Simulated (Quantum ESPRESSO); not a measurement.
**BAs (F-43m): how pressure shifts the optical phonon**

By how much does an optical zone-centre mode of BAs (F-43m) shift under hydrostatic pressure?

Method: DFT LDA, scalar-relativistic, plane waves, PseudoDojo norm-conserving pseudopotentials, in Quantum ESPRESSO 7.5.

## (1) The relaxed structure

It takes space group F-43m (No. 216, cubic). The conventional cell has a = 4.732 Å, b = 4.732 Å, c = 4.732 Å, α = 90.00°, β = 90.00°, γ = 90.00°. Nearest to B lie 4 As at 2.05 Å. As has 4 B at 2.05 Å nearest. Farther neighbours are not listed.

Structure file:

```xyz
2
Lattice="-2.3659 0.0000 2.3659 0.0000 2.3659 2.3659 -2.3659 2.3659 0.0000" Properties=species:S:1:pos:R:3 pbc="T T T"
B     0.0000    0.0000    0.0000
As   -1.1830    1.1830    1.1830
```

This is the cell after its relaxation at this level of theory, not the database cell from which that began.

## (2) Runs at several volumes

The relaxed cell is scaled uniformly; in this structure symmetry fixes all atoms, so nothing has to be relaxed anew. Each volume gets a ground state and a response at Γ. The mode followed is the highest one without the macroscopic field, of symmetry T2; longitudinal polar modes lie higher. Cutoff 88 Ry, k mesh 12×12×12.

From the response at V/V₀ = 0.94:

Output:

```text
[banners, grids, parts of the stress and lines that vanish by symmetry left out]
Program PHONON v.7.5
     Reading xml data from directory:

[...]
Exchange-correlation= PW
                           (   1   4   0   0   0   0   0)
[...]
kinetic-energy cut-off    =      88.0000  Ry
     charge density cut-off    =     352.0000  Ry
     convergence threshold     =      1.0E-18
[...]
Exchange-correlation= PW
                           (   1   4   0   0   0   0   0)
[...]
q = (   0.0000000   0.0000000   0.0000000 )
     25 Sym.Ops. (with q -> -q+G )
     G cutoff =  342.0625  (  18883 G-vectors)     FFT grid: ( 40, 40, 40)
     number of k points=    72
[...]
Mode symmetry, T_d (-43m)  point group:
[...]
Dielectric constant
[...]
End of electric fields calculation
          Dielectric constant in cartesian axis
          (       9.428007907      -0.000000000      -0.000000000 )
          (      -0.000000000       9.428007907      -0.000000000 )
          (      -0.000000000      -0.000000000       9.428007907 )
          Effective charges (d Force / dE) in cartesian axis without acoustic sum rule applied (asr)
           atom    1  B     Mean Z*:       -0.71680
      Ex  (       -0.71680        0.00000       -0.00000 )
      Ey  (        0.00000       -0.71680       -0.00000 )
      Ez  (        0.00000       -0.00000       -0.71680 )
           atom    2  As    Mean Z*:        0.71247
      Ex  (        0.71247       -0.00000        0.00000 )
      Ey  (       -0.00000        0.71247       -0.00000 )
      Ez  (        0.00000        0.00000        0.71247 )
          Effective charges Sum: Mean:       -0.00433
[...]
Effective charges (d Force / dE) in cartesian axis with asr applied:
           atom    1  B     Mean Z*:       -0.71464
[...]
atom    2  As    Mean Z*:        0.71464
[...]
Representation #   1 modes #   1   2   3
[...]
End of self-consistent calculation
     Convergence has been achieved
     Representation #   2 modes #   4   5   6
[...]
End of self-consistent calculation
     Convergence has been achieved
[...]
Dielectric constant in cartesian axis
          (       9.428007907      -0.000000000      -0.000000000 )
          (      -0.000000000       9.428007907      -0.000000000 )
          (      -0.000000000      -0.000000000       9.428007907 )
          Effective charges (d Force / dE) in cartesian axis without acoustic sum rule applied (asr)
           atom    1  B     Mean Z*:       -0.71680
      Ex  (       -0.71680        0.00000       -0.00000 )
      Ey  (        0.00000       -0.71680       -0.00000 )
      Ez  (        0.00000       -0.00000       -0.71680 )
           atom    2  As    Mean Z*:        0.71247
      Ex  (        0.71247       -0.00000        0.00000 )
      Ey  (       -0.00000        0.71247       -0.00000 )
      Ez  (        0.00000        0.00000        0.71247 )
          Effective charges Sum: Mean:       -0.00433
[...]
Effective charges (d Force / dE) in cartesian axis with asr applied:
           atom    1  B     Mean Z*:       -0.71464
[...]
atom    2  As    Mean Z*:        0.71464
[...]
q = (    0.000000000   0.000000000   0.000000000 )
[...]
freq (    1) =       0.052764 [THz] =       1.760024 [cm-1]
     freq (    2) =       0.052764 [THz] =       1.760024 [cm-1]
     freq (    3) =       0.052764 [THz] =       1.760024 [cm-1]
     freq (    4) =      22.350705 [THz] =     745.539255 [cm-1]
     freq (    5) =      22.350705 [THz] =     745.539255 [cm-1]
     freq (    6) =      22.350705 [THz] =     745.539255 [cm-1]
[...]
Mode symmetry, T_d (-43m)  point group:
     freq (   1-   3) =          1.8  [cm-1]   --> T_2  G_15 P_4   I+R
     freq (   4-   6) =        745.5  [cm-1]   --> T_2  G_15 P_4   I+R

   JOB DONE.
```

One volume, V/V₀ = 0.97, is held back as a test.

| V/V₀ | volume (Å³/atom) | pressure (GPa) | ω (cm⁻¹) |
| --- | --- | --- | --- |
| 0.94 | 12.449 | 10.28 | 745.54 |
| 0.97 | 12.847 | 4.75 | held back |
| 1 | 13.244 | -0.01 | 700.59 |
| 1.03 | 13.641 | -4.09 | 679.93 |
| 1.06 | 14.038 | -7.60 | 660.35 |

## (3) The fit

The mode Grüneisen parameter is γ = −d ln ω / d ln V.

| ln(V/V₀) | ln ω |
| --- | --- |
| -0.0619 | 6.6141 |
| 0.0000 | 6.5519 |
| 0.0296 | 6.5220 |
| 0.0583 | 6.4928 |

A straight line through these points has the slope -1.010, so γ = 1.01; at V/V₀ = 0.97 it predicts ω = exp(6.5517 + 0.0307) = 722.34 cm⁻¹.

A parabola of pressure against ln V through V/V₀ = 0.97, 1 and 1.03 gives the bulk modulus B = −dP/d ln V = 147 GPa at V₀. With ω₀ from the fitted line the pressure coefficient follows as dω/dP = γ ω₀ / B = 1.01 × 700.5 / 147 = 4.81 cm⁻¹/GPa.

## (4) The run that was held back

Output:

```text
[banners, grids, parts of the stress and lines that vanish by symmetry left out]
[banner, memory and clock lines left out]
Program PHONON v.7.5

[...]
Exchange-correlation= PW
                           (   1   4   0   0   0   0   0)
[...]
kinetic-energy cut-off    =      88.0000  Ry
     charge density cut-off    =     352.0000  Ry
     convergence threshold     =      1.0E-18
[...]
Exchange-correlation= PW
                           (   1   4   0   0   0   0   0)
[...]
q = (   0.0000000   0.0000000   0.0000000 )
     25 Sym.Ops. (with q -> -q+G )
     G cutoff =  349.3022  (  19339 G-vectors)     FFT grid: ( 40, 40, 40)
     number of k points=    72
[...]
Mode symmetry, T_d (-43m)  point group:
[...]
Dielectric constant
[...]
End of electric fields calculation
          Dielectric constant in cartesian axis
          (       9.525558973      -0.000000000       0.000000000 )
          (      -0.000000000       9.525558973       0.000000000 )
          (      -0.000000000       0.000000000       9.525558973 )
          Effective charges (d Force / dE) in cartesian axis without acoustic sum rule applied (asr)
           atom    1  B     Mean Z*:       -0.62765
      Ex  (       -0.62765       -0.00000       -0.00000 )
      Ey  (        0.00000       -0.62765        0.00000 )
      Ez  (       -0.00000        0.00000       -0.62765 )
           atom    2  As    Mean Z*:        0.62313
      Ex  (        0.62313        0.00000       -0.00000 )
      Ey  (        0.00000        0.62313       -0.00000 )
      Ez  (       -0.00000       -0.00000        0.62313 )
[...]
Representation #   1 modes #   1   2   3
[...]
End of self-consistent calculation
     Convergence has been achieved
     Representation #   2 modes #   4   5   6
[...]
End of self-consistent calculation
     Convergence has been achieved
[...]
Dielectric constant in cartesian axis
          (       9.525558973      -0.000000000       0.000000000 )
          (      -0.000000000       9.525558973       0.000000000 )
          (      -0.000000000       0.000000000       9.525558973 )
          Effective charges (d Force / dE) in cartesian axis without acoustic sum rule applied (asr)
           atom    1  B     Mean Z*:       -0.62765
      Ex  (       -0.62765       -0.00000       -0.00000 )
      Ey  (        0.00000       -0.62765        0.00000 )
      Ez  (       -0.00000        0.00000       -0.62765 )
           atom    2  As    Mean Z*:        0.62313
      Ex  (        0.62313        0.00000       -0.00000 )
      Ey  (        0.00000        0.62313       -0.00000 )
      Ez  (       -0.00000       -0.00000        0.62313 )
          Effective charges Sum: Mean:       -0.00452
[...]
Effective charges (d Force / dE) in cartesian axis with asr applied:
           atom    1  B     Mean Z*:       -0.62539
[...]
atom    2  As    Mean Z*:        0.62539
[...]
q = (    0.000000000   0.000000000   0.000000000 )
[...]
freq (    1) =       0.090389 [THz] =       3.015046 [cm-1]
     freq (    2) =       0.090389 [THz] =       3.015046 [cm-1]
     freq (    3) =       0.090389 [THz] =       3.015046 [cm-1]
     freq (    4) =      21.657767 [THz] =     722.425358 [cm-1]
     freq (    5) =      21.657767 [THz] =     722.425358 [cm-1]
     freq (    6) =      21.657767 [THz] =     722.425358 [cm-1]
[...]
Mode symmetry, T_d (-43m)  point group:
     freq (   1-   3) =          3.0  [cm-1]   --> T_2  G_15 P_4   I+R
     freq (   4-   6) =        722.4  [cm-1]   --> T_2  G_15 P_4   I+R
```

It gives 722.43 cm⁻¹ against the predicted 722.34 cm⁻¹, a miss of 0.09 cm⁻¹.

## (5) Results

- mode Grüneisen parameter: 1.010
- bulk modulus: 147 GPa
- pressure coefficient: 4.81 cm⁻¹/GPa

The highest optical mode of BAs (F-43m) without the LO-TO term stiffens by 4.81 cm⁻¹ a GPa near the relaxed volume, with γ = 1.01. The power law meets all 5 runs within 0.02 %; between neighbouring volumes γ runs from 1.00 to 1.02. Such a coefficient turns a measured shift of this mode into a hydrostatic stress; uniaxial or biaxial stress splits the mode and needs deformation potentials. These are harmonic values at zero temperature for the structure held cubic, which a run at Γ can't show to be stable; the bulk modulus rests on three points.

[Host names and launcher messages were left out of these logs when they were recorded.]

[Logs are printed without paths, hosts, clocks, repeated set-up lines and the standing remarks that a program may print on its own settings, such as how far it seeks lower states.]

[Hosts, paths, dates, database ids (printed as entryN), source tags and the programs' standing remarks are cut or masked in the printed files.]
